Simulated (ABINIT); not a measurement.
## Beyond one shot: NaHF2 (R-3m)

Aim: iterate the self-energy on NaHF2 (R-3m) and follow the gap from cycle to cycle.

Main program and level: ABINIT 10.8.3; PBEsol and many-body steps on it, plane waves.

Most raw output is cut from this account.

**1. The starting structure**

It takes space group R-3m (No. 166, trigonal). The conventional cell has a = 3.474 Å, b = 3.474 Å, c = 13.750 Å, α = 90.00°, β = 90.00°, γ = 120.00°. Nearest to Na lie 6 F at 2.32 Å. Nearest to H lie 2 F at 1.13 Å. Nearest to F lie 1 H at 1.13 Å and 3 Na at 2.32 Å. Farther neighbours and most contacts between anions are not listed.

The cell and positions come from the Crystallography Open Database and are kept as given unless a step says otherwise.

**2. Empty states on the mesh, 4×4×4 mesh, 47 bands**

This step: ABINIT 10.8.3; DFT, PBEsol, plane waves, norm-conserving pseudopotentials.

The sums over transitions need many empty states on a uniform mesh; this step solves for them.

The input, run.abi:

```
acell 3*1.0 Angstrom
rprim 
  1.737000000015 1.002857417591 4.583333333300
  -1.737000000015 1.002857417591 4.583333333300
  -0.000000000000 -2.005714835182 4.583333333300
ntypat 3
znucl 11 1 9
natom 4
typat 1 2 3 3
xred 
  0.000000000000 0.000000000000 0.000000000000
  0.500000000000 0.500000000000 0.500000000000
  0.417600000000 0.417600000000 0.417600000000
  0.582400000000 0.582400000000 0.582400000000
pp_dirpath "pseudos"
pseudos "Na.upf, H.upf, F.upf"
ecut 38
ngkpt 4 4 4
nshiftk 1
shiftk 0 0 0
kptopt 1
chksymbreak 0
iscf -2
irdden 1
istwfk *1
nband 47
nbdbuf 4
tolwfr 1e-09
nstep 60
prtvol 0
indata_prefix "in"
outdata_prefix "out"
tmpdata_prefix "tmp"
```

The run is started by

```
$ OMP_NUM_THREADS=1 mpirun -n 4 abinit run.abi > log
```

Run time: 18 s. Hardware: 4 MPI ranks of Arm Neoverse V1, shared host; peak memory 0.32 GiB.

This step gave:

```yaml
gap: 6.931 eV
k_of_the_valence_top: 0.5, 0.5, 0.5
k_of_the_conduction_bottom: 0, 0, 0
least_direct_gap: 7.132 eV
k_points_computed: 13
lowest_point_of_the_top_converged_band_above_the_valence_top: 43.84 eV
```

On this mesh the gap is 6.931 eV.

The density comes from a self-consistent run that is not shown.

**3. Screening, 4×4×4 mesh, 43 bands, screening to 106.1 eV**

The RPA dielectric matrix is built and inverted for each q.

This step: RPA screening on PBEsol, plane waves, norm-conserving pseudopotentials.

Changes to run.abi since step 2:

```diff
@@ -22,10 +22,11 @@
 chksymbreak 0
-iscf -2
-irdden 1
 istwfk *1
-nband 47
-nbdbuf 4
-tolwfr 1e-09
-nstep 60
-prtvol 0
+occopt 1
+irdwfk 1
+optdriver 3
+nband 43
+ecuteps 3.9
+inclvkb 2
+awtr 1
+symchi 1
 indata_prefix "in"
```

The job ended after 36 s (4 MPI ranks; peak memory 1.2 GiB; 2.4 min of CPU time).

This step gave:

```yaml
eps_infinity_with_local_fields_on_this_mesh_along_the_program_s_q_direction: 1.656
the_same_without_local_fields: 1.730
plasma_frequency: 26.28 eV
plane_waves_in_the_screening_matrix: 109
```

Local fields lower ε∞ by 4 %.

**4. G0W0**

The self-energy is evaluated for the states that the input lists, and the levels follow from it, in one-shot runs by the linearised quasiparticle equation.

This step: G0W0 on PBEsol, plane waves, norm-conserving pseudopotentials.

Changes to run.abi since step 3:

```diff
@@ -25,8 +25,17 @@
 irdwfk 1
-optdriver 3
+optdriver 4
 nband 43
+gwcalctyp 0
+ecutsigx 38
+symsigma 1
+nkptgw 2
+kptgw 
+  0.5000000000 0.5000000000 0.5000000000
+  0.0000000000 0.0000000000 0.0000000000
+bdgw 
+  11 14
+  10 14
 ecuteps 3.9
-inclvkb 2
-awtr 1
-symchi 1
+irdscr 1
+ppmodel 1
 indata_prefix "in"
```

The job ended after 5 s (4 MPI ranks; peak memory 1.1 GiB; 20 s of CPU time).

Numbers from this step:

```yaml
g0w0_gap_on_the_points_computed: 11.43 eV
starting_gap_on_the_mesh: 6.931 eV
k_of_the_valence_top: 0, 0, 0
k_of_the_conduction_bottom: 0, 0, 0
z_at_the_valence_top: 0.842
z_at_the_conduction_bottom: 0.916
least_direct_g0w0_gap_on_the_computed_points: 11.43 eV
```

The gap on the mesh goes from 6.93 eV to 11.43 eV, a correction of +4.50 eV.

**5. evGW0, cycle 1**

This step: evGW0 on PBEsol, plane waves, norm-conserving pseudopotentials.

Changes to run.abi since step 4:

```diff
@@ -27,12 +27,34 @@
 nband 43
-gwcalctyp 0
+gwcalctyp 10
 ecutsigx 38
 symsigma 1
-nkptgw 2
+nkptgw 13
 kptgw 
+  0.0000000000 0.0000000000 0.0000000000
+  0.2500000000 0.0000000000 0.0000000000
+  0.5000000000 0.0000000000 0.0000000000
+  0.2500000000 0.2500000000 0.0000000000
+  0.5000000000 0.2500000000 0.0000000000
+  -0.2500000000 0.2500000000 0.0000000000
+  0.5000000000 0.5000000000 0.0000000000
+  0.2500000000 0.2500000000 0.2500000000
+  0.5000000000 0.2500000000 0.2500000000
+  -0.2500000000 0.2500000000 0.2500000000
+  0.5000000000 0.5000000000 0.2500000000
+  -0.2500000000 0.5000000000 0.2500000000
   0.5000000000 0.5000000000 0.5000000000
-  0.0000000000 0.0000000000 0.0000000000
 bdgw 
-  11 14
-  10 14
+  7 18
+  7 18
+  7 18
+  7 18
+  7 18
+  7 18
+  7 18
+  7 18
+  7 18
+  7 18
+  7 18
+  7 18
+  7 18
 ecuteps 3.9
```

It took 1.8 min on 4 MPI ranks; peak memory 2.4 GiB; 7.1 min of CPU time.

This step gave:

* quasiparticle gap on the mesh: 12.07 eV
* gap of the density functional on the mesh: 6.931 eV
* k of the valence top: 0, 0, 0
* k of the conduction bottom: 0, 0, 0
* Z at the valence top: 0.842
* Z at the conduction bottom: 0.916
* least direct quasiparticle gap on the computed points: 12.07 eV

Against G0W0 in ABINIT (4×4×4 mesh, 43 bands, screening to 106.1 eV, Godby-Needs plasmon pole), the gap moves by +0.644 eV. This first cycle still uses the starting levels; it takes the full correction, at all points of the mesh, and its linearised value is 11.431 eV.

**6. evGW0, cycle 2**

The corrected levels of the last cycle go back in.

Changes to run.abi since step 5:

```diff
@@ -62,2 +62,3 @@
 ppmodel 1
+irdqps 1
 indata_prefix "in"
```

It took 1.8 min on 4 MPI ranks; peak memory 2.4 GiB.

Numbers from this step:

```
quasiparticle gap on the mesh                         : 12.03 eV
gap of the density functional on the mesh             : 6.931 eV
k of the valence top                                  : 0, 0, 0
k of the conduction bottom                            : 0, 0, 0
least direct quasiparticle gap on the computed points : 12.03 eV
```

Against the cycle before, the gap moves by −0.042 eV.

**7. evGW0, cycle 3**

run.abi is that of step 6.

Wall time 1.8 min (4 MPI ranks); peak memory 2.4 GiB; 7.1 min of CPU time.

Numbers from this step:

```yaml
quasiparticle_gap_on_the_mesh: 12.02 eV
gap_of_the_density_functional_on_the_mesh: 6.931 eV
k_of_the_valence_top: 0, 0, 0
k_of_the_conduction_bottom: 0, 0, 0
least_direct_quasiparticle_gap_on_the_computed_points: 12.02 eV
```

Against the cycle before, the gap moves by −0.010 eV.

**8. Screening, 4×4×4 mesh, 43 bands, screening to 106.1 eV**

This step: RPA screening on PBEsol, plane waves, norm-conserving pseudopotentials.

The input, run.abi:

```
acell 3*1.0 Angstrom
rprim 
  1.737000000015 1.002857417591 4.583333333300
  -1.737000000015 1.002857417591 4.583333333300
  -0.000000000000 -2.005714835182 4.583333333300
ntypat 3
znucl 11 1 9
natom 4
typat 1 2 3 3
xred 
  0.000000000000 0.000000000000 0.000000000000
  0.500000000000 0.500000000000 0.500000000000
  0.417600000000 0.417600000000 0.417600000000
  0.582400000000 0.582400000000 0.582400000000
pp_dirpath "pseudos"
pseudos "Na.upf, H.upf, F.upf"
ecut 38
ngkpt 4 4 4
nshiftk 1
shiftk 0 0 0
kptopt 1
chksymbreak 0
istwfk *1
occopt 1
irdwfk 1
optdriver 3
nband 43
ecuteps 3.9
inclvkb 2
awtr 1
symchi 1
gwcalctyp 10
mbpt_sciss 5.456 eV
nqptdm 1
qptdm 
  0 0 0
indata_prefix "in"
outdata_prefix "out"
tmpdata_prefix "tmp"
```

Elapsed: 5.1 s, on 4 MPI ranks; peak memory 0.67 GiB.

Numbers from this step:

```
ε∞ with local fields, on this mesh, along the program's q direction : 1.497
the same without local fields                                       : 1.545
plasma frequency                                                    : 26.28 eV
plane waves in the screening matrix                                 : 109
```

This screening uses the functional's bands under a rigid shift, the mean opening of the cycle before.

**9. Screening, 4×4×4 mesh, 43 bands, screening to 106.1 eV**

This step: RPA screening on PBEsol from quasiparticle energies, plane waves, norm-conserving pseudopotentials.

Changes to run.abi since step 8:

```diff
@@ -31,7 +31,18 @@
 symchi 1
+irdqps 1
 gwcalctyp 10
-mbpt_sciss 5.456 eV
-nqptdm 1
+nqptdm 12
 qptdm 
-  0 0 0
+  0.2500000000 0.0000000000 0.0000000000
+  0.5000000000 0.0000000000 0.0000000000
+  0.2500000000 0.2500000000 0.0000000000
+  0.5000000000 0.2500000000 0.0000000000
+  -0.2500000000 0.2500000000 0.0000000000
+  0.5000000000 0.5000000000 0.0000000000
+  0.2500000000 0.2500000000 0.2500000000
+  0.5000000000 0.2500000000 0.2500000000
+  -0.2500000000 0.2500000000 0.2500000000
+  0.5000000000 0.5000000000 0.2500000000
+  -0.2500000000 0.5000000000 0.2500000000
+  0.5000000000 0.5000000000 0.5000000000
 indata_prefix "in"
```

The input, mrgscr.stdin:

```
2
merged
q0_SCR
out_SCR
1
```

The run is started by

```
$ OMP_NUM_THREADS=1 mpirun -n 4 abinit run.abi > log; mrgscr < mrgscr.stdin
```

Run time: 32 s. Hardware: 4 MPI ranks; peak memory 1.1 GiB; 2.2 min of CPU time.

Numbers from this step:

- plasma frequency: 26.28 eV
- plane waves in the screening matrix: 109

This screening reads the quasiparticle levels of the cycle before.

**10. evGW, cycle 1**

This step: evGW on PBEsol, plane waves, norm-conserving pseudopotentials.

Changes to run.abi since step 9:

```diff
@@ -25,12 +25,10 @@
 irdwfk 1
-optdriver 3
+optdriver 4
 nband 43
-ecuteps 3.9
-inclvkb 2
-awtr 1
-symchi 1
-irdqps 1
 gwcalctyp 10
-nqptdm 12
-qptdm 
+ecutsigx 38
+symsigma 1
+nkptgw 13
+kptgw 
+  0.0000000000 0.0000000000 0.0000000000
   0.2500000000 0.0000000000 0.0000000000
@@ -47,2 +45,20 @@
   0.5000000000 0.5000000000 0.5000000000
+bdgw 
+  7 18
+  7 18
+  7 18
+  7 18
+  7 18
+  7 18
+  7 18
+  7 18
+  7 18
+  7 18
+  7 18
+  7 18
+  7 18
+ecuteps 3.9
+irdscr 1
+ppmodel 1
+irdqps 1
 indata_prefix "in"
```

The run is started by

```
$ OMP_NUM_THREADS=1 mpirun -n 4 abinit run.abi > log
```

The job ended after 1.8 min (4 MPI ranks; peak memory 2.4 GiB; 7 min of CPU time).

Numbers from this step:

```
quasiparticle gap on the mesh                         : 12.84 eV
gap of the density functional on the mesh             : 6.931 eV
k of the valence top                                  : 0, 0, 0
k of the conduction bottom                            : 0, 0, 0
least direct quasiparticle gap on the computed points : 12.84 eV
```

Against G0W0 in ABINIT (4×4×4 mesh, 43 bands, screening to 106.1 eV, Godby-Needs plasmon pole), the gap moves by +1.411 eV.

**11. Screening, 4×4×4 mesh, 43 bands, screening to 106.1 eV**

This step: RPA screening on PBEsol, plane waves, norm-conserving pseudopotentials.

The input, run.abi:

```
acell 3*1.0 Angstrom
rprim 
  1.737000000015 1.002857417591 4.583333333300
  -1.737000000015 1.002857417591 4.583333333300
  -0.000000000000 -2.005714835182 4.583333333300
ntypat 3
znucl 11 1 9
natom 4
typat 1 2 3 3
xred 
  0.000000000000 0.000000000000 0.000000000000
  0.500000000000 0.500000000000 0.500000000000
  0.417600000000 0.417600000000 0.417600000000
  0.582400000000 0.582400000000 0.582400000000
pp_dirpath "pseudos"
pseudos "Na.upf, H.upf, F.upf"
ecut 38
ngkpt 4 4 4
nshiftk 1
shiftk 0 0 0
kptopt 1
chksymbreak 0
istwfk *1
occopt 1
irdwfk 1
optdriver 3
nband 43
ecuteps 3.9
inclvkb 2
awtr 1
symchi 1
gwcalctyp 10
mbpt_sciss 6.343 eV
nqptdm 1
qptdm 
  0 0 0
indata_prefix "in"
outdata_prefix "out"
tmpdata_prefix "tmp"
```

Elapsed: 5.1 s, on 4 MPI ranks; peak memory 0.67 GiB.

Numbers from this step:

* ε∞ with local fields, on this mesh, along the program's q direction: 1.479
* the same without local fields: 1.524
* plasma frequency: 26.28 eV
* plane waves in the screening matrix: 109

This screening uses the functional's bands under a rigid shift, the mean opening of the cycle before.

**12. Screening, 4×4×4 mesh, 43 bands, screening to 106.1 eV**

This step: RPA screening on PBEsol from quasiparticle energies, plane waves, norm-conserving pseudopotentials.

Changes to run.abi since step 11:

```diff
@@ -31,7 +31,18 @@
 symchi 1
+irdqps 1
 gwcalctyp 10
-mbpt_sciss 6.343 eV
-nqptdm 1
+nqptdm 12
 qptdm 
-  0 0 0
+  0.2500000000 0.0000000000 0.0000000000
+  0.5000000000 0.0000000000 0.0000000000
+  0.2500000000 0.2500000000 0.0000000000
+  0.5000000000 0.2500000000 0.0000000000
+  -0.2500000000 0.2500000000 0.0000000000
+  0.5000000000 0.5000000000 0.0000000000
+  0.2500000000 0.2500000000 0.2500000000
+  0.5000000000 0.2500000000 0.2500000000
+  -0.2500000000 0.2500000000 0.2500000000
+  0.5000000000 0.5000000000 0.2500000000
+  -0.2500000000 0.5000000000 0.2500000000
+  0.5000000000 0.5000000000 0.5000000000
 indata_prefix "in"
```

mrgscr.stdin is that of step 9.

The run is started by

```
$ OMP_NUM_THREADS=1 mpirun -n 4 abinit run.abi > log; mrgscr < mrgscr.stdin
```

Elapsed: 32 s, on 4 MPI ranks; peak memory 1.1 GiB.

This step gave:

```
plasma frequency                    : 26.28 eV
plane waves in the screening matrix : 109
```

This screening reads the quasiparticle levels of the cycle before.

**13. evGW, cycle 2**

This step: evGW on PBEsol, plane waves, norm-conserving pseudopotentials.

Changes to run.abi since step 12:

```diff
@@ -25,12 +25,10 @@
 irdwfk 1
-optdriver 3
+optdriver 4
 nband 43
-ecuteps 3.9
-inclvkb 2
-awtr 1
-symchi 1
-irdqps 1
 gwcalctyp 10
-nqptdm 12
-qptdm 
+ecutsigx 38
+symsigma 1
+nkptgw 13
+kptgw 
+  0.0000000000 0.0000000000 0.0000000000
   0.2500000000 0.0000000000 0.0000000000
@@ -47,2 +45,20 @@
   0.5000000000 0.5000000000 0.5000000000
+bdgw 
+  7 18
+  7 18
+  7 18
+  7 18
+  7 18
+  7 18
+  7 18
+  7 18
+  7 18
+  7 18
+  7 18
+  7 18
+  7 18
+ecuteps 3.9
+irdscr 1
+ppmodel 1
+irdqps 1
 indata_prefix "in"
```

The run is started by

```
$ OMP_NUM_THREADS=1 mpirun -n 4 abinit run.abi > log
```

The job ended after 1.8 min (4 MPI ranks; peak memory 2.4 GiB; 7.1 min of CPU time).

This step gave:

```yaml
quasiparticle_gap_on_the_mesh: 12.94 eV
gap_of_the_density_functional_on_the_mesh: 6.931 eV
k_of_the_valence_top: 0, 0, 0
k_of_the_conduction_bottom: 0, 0, 0
least_direct_quasiparticle_gap_on_the_computed_points: 12.94 eV
```

Against the cycle before, the gap moves by +0.097 eV.

**14. Screening, 4×4×4 mesh, 43 bands, screening to 106.1 eV**

This step: RPA screening on PBEsol, plane waves, norm-conserving pseudopotentials.

The input, run.abi:

```
acell 3*1.0 Angstrom
rprim 
  1.737000000015 1.002857417591 4.583333333300
  -1.737000000015 1.002857417591 4.583333333300
  -0.000000000000 -2.005714835182 4.583333333300
ntypat 3
znucl 11 1 9
natom 4
typat 1 2 3 3
xred 
  0.000000000000 0.000000000000 0.000000000000
  0.500000000000 0.500000000000 0.500000000000
  0.417600000000 0.417600000000 0.417600000000
  0.582400000000 0.582400000000 0.582400000000
pp_dirpath "pseudos"
pseudos "Na.upf, H.upf, F.upf"
ecut 38
ngkpt 4 4 4
nshiftk 1
shiftk 0 0 0
kptopt 1
chksymbreak 0
istwfk *1
occopt 1
irdwfk 1
optdriver 3
nband 43
ecuteps 3.9
inclvkb 2
awtr 1
symchi 1
gwcalctyp 10
mbpt_sciss 6.441 eV
nqptdm 1
qptdm 
  0 0 0
indata_prefix "in"
outdata_prefix "out"
tmpdata_prefix "tmp"
```

Elapsed: 5.1 s, on 4 MPI ranks; peak memory 0.67 GiB; 20 s of CPU time.

Numbers from this step:

```
ε∞ with local fields, on this mesh, along the program's q direction : 1.477
the same without local fields                                       : 1.522
plasma frequency                                                    : 26.28 eV
plane waves in the screening matrix                                 : 109
```

This screening uses the functional's bands under a rigid shift, the mean opening of the cycle before.

**15. Screening, 4×4×4 mesh, 43 bands, screening to 106.1 eV**

This step: RPA screening on PBEsol from quasiparticle energies, plane waves, norm-conserving pseudopotentials.

Changes to run.abi since step 14:

```diff
@@ -31,7 +31,18 @@
 symchi 1
+irdqps 1
 gwcalctyp 10
-mbpt_sciss 6.441 eV
-nqptdm 1
+nqptdm 12
 qptdm 
-  0 0 0
+  0.2500000000 0.0000000000 0.0000000000
+  0.5000000000 0.0000000000 0.0000000000
+  0.2500000000 0.2500000000 0.0000000000
+  0.5000000000 0.2500000000 0.0000000000
+  -0.2500000000 0.2500000000 0.0000000000
+  0.5000000000 0.5000000000 0.0000000000
+  0.2500000000 0.2500000000 0.2500000000
+  0.5000000000 0.2500000000 0.2500000000
+  -0.2500000000 0.2500000000 0.2500000000
+  0.5000000000 0.5000000000 0.2500000000
+  -0.2500000000 0.5000000000 0.2500000000
+  0.5000000000 0.5000000000 0.5000000000
 indata_prefix "in"
```

mrgscr.stdin is that of step 12.

The run is started by

```
$ OMP_NUM_THREADS=1 mpirun -n 4 abinit run.abi > log; mrgscr < mrgscr.stdin
```

It took 33 s on 4 MPI ranks; peak memory 1.1 GiB.

Numbers from this step:

```yaml
plasma_frequency: 26.28 eV
plane_waves_in_the_screening_matrix: 109
```

This screening reads the quasiparticle levels of the cycle before.

**16. evGW, cycle 3**

This step: evGW on PBEsol, plane waves, norm-conserving pseudopotentials.

Changes to run.abi since step 15:

```diff
@@ -25,12 +25,10 @@
 irdwfk 1
-optdriver 3
+optdriver 4
 nband 43
-ecuteps 3.9
-inclvkb 2
-awtr 1
-symchi 1
-irdqps 1
 gwcalctyp 10
-nqptdm 12
-qptdm 
+ecutsigx 38
+symsigma 1
+nkptgw 13
+kptgw 
+  0.0000000000 0.0000000000 0.0000000000
   0.2500000000 0.0000000000 0.0000000000
@@ -47,2 +45,20 @@
   0.5000000000 0.5000000000 0.5000000000
+bdgw 
+  7 18
+  7 18
+  7 18
+  7 18
+  7 18
+  7 18
+  7 18
+  7 18
+  7 18
+  7 18
+  7 18
+  7 18
+  7 18
+ecuteps 3.9
+irdscr 1
+ppmodel 1
+irdqps 1
 indata_prefix "in"
```

The run is started by

```
$ OMP_NUM_THREADS=1 mpirun -n 4 abinit run.abi > log
```

The job ended after 1.8 min (4 MPI ranks; peak memory 2.4 GiB).

Numbers from this step:

```
quasiparticle gap on the mesh                         : 12.95 eV
gap of the density functional on the mesh             : 6.931 eV
k of the valence top                                  : 0, 0, 0
k of the conduction bottom                            : 0, 0, 0
least direct quasiparticle gap on the computed points : 12.95 eV
```

Against the cycle before, the gap moves by +0.009 eV.

**17. The runs together**

Times are wall times on 4 MPI ranks of Arm Neoverse V1, shared host, good to a factor of about two. A run's time includes the screening step that it read.

| run | mesh | bands | screening cutoff (eV) | DFT gap (eV) | gap on the mesh (eV) | direct (eV) | ε∞ used | time |
| --- | --- | --- | --- | --- | --- | --- | --- | --- |
| G0W0 | 4×4×4 | 43 | 106.1 | 6.931 | 11.431 | 11.431 | 1.66 | 41 s |
| evGW0, cycle 1 | 4×4×4 | 43 | 106.1 | 6.931 | 12.075 | 12.075 | 1.66 | 2.4 min |
| evGW0, cycle 2 | 4×4×4 | 43 | 106.1 | 6.931 | 12.033 | 12.033 | 1.66 | 2.4 min |
| evGW0, cycle 3 | 4×4×4 | 43 | 106.1 | 6.931 | 12.023 | 12.023 | 1.66 | 2.4 min |
| evGW, cycle 1 | 4×4×4 | 43 | 106.1 | 6.931 | 12.842 | 12.842 | 1.50 | 2.4 min |
| evGW, cycle 2 | 4×4×4 | 43 | 106.1 | 6.931 | 12.939 | 12.939 | 1.48 | 2.4 min |
| evGW, cycle 3 | 4×4×4 | 43 | 106.1 | 6.931 | 12.948 | 12.948 | 1.48 | 2.4 min |

**18. What came out**

| Property | Result |
| --- | --- |
| G0W0 | 11.431 eV |
| evGW0, cycle 1 | 12.075 eV |
| evGW0, cycle 2 | 12.033 eV |
| evGW0, cycle 3 | 12.023 eV |
| evGW, cycle 1 | 12.842 eV |
| evGW, cycle 2 | 12.939 eV |
| evGW, cycle 3 | 12.948 eV |
| known limits | not at the basis limit |

**Reading.** Only the bands that the input lists are updated; the others, empty or deep, keep the functional's energies or take a rigid shift. The evGW loop starts from the last levels of evGW0, so its cycles and time come on top of those. evGW0 ends at 12.02 eV, +0.59 eV from G0W0, after 3 cycles that took 5.3 min beside the first screening; the last moved the gap by 0.010 eV. evGW ends at 12.95 eV, +1.52 eV from G0W0, after 3 cycles that took 7.2 min beside the first screening; the last moved the gap by 0.009 eV. The first cycle of evGW0 takes the full correction, without the factor Z, so it overshoots the one-shot value. Bands and cutoff are finite, so the gap is not at the basis limit. The miss can reach some tenths of an eV and take either sign; the mesh is an error of its own. In the updated screening the q = 0 part is built from Kohn-Sham bands under a rigid shift, the other q from the quasiparticle levels.

[Paths, hosts, dates, memory and timing lines, banners, echoed tables and standing remarks are left out of the program output.]

[Logs are printed without paths, hosts, clocks, repeated set-up lines and the standing remarks that a program may print on its own settings, such as how far it seeks lower states.]

[Runs of the session that timed out or met a known fault of the program may be left out.]

[Hosts, paths, dates, database ids (printed as entryN), source tags and the programs' standing remarks are cut or masked in the printed files.]

[G0W0 gaps are taken among the corrected bands and points alone; a level outside them can change the order at an edge.]

[Where Ansatz stands beside ABINIT at settings called matched, ABINIT's density can come from a denser mesh and the files from another edition; pairs whose starting gaps differed by over 0.03 eV were left out, so agreement reads better than it is.]
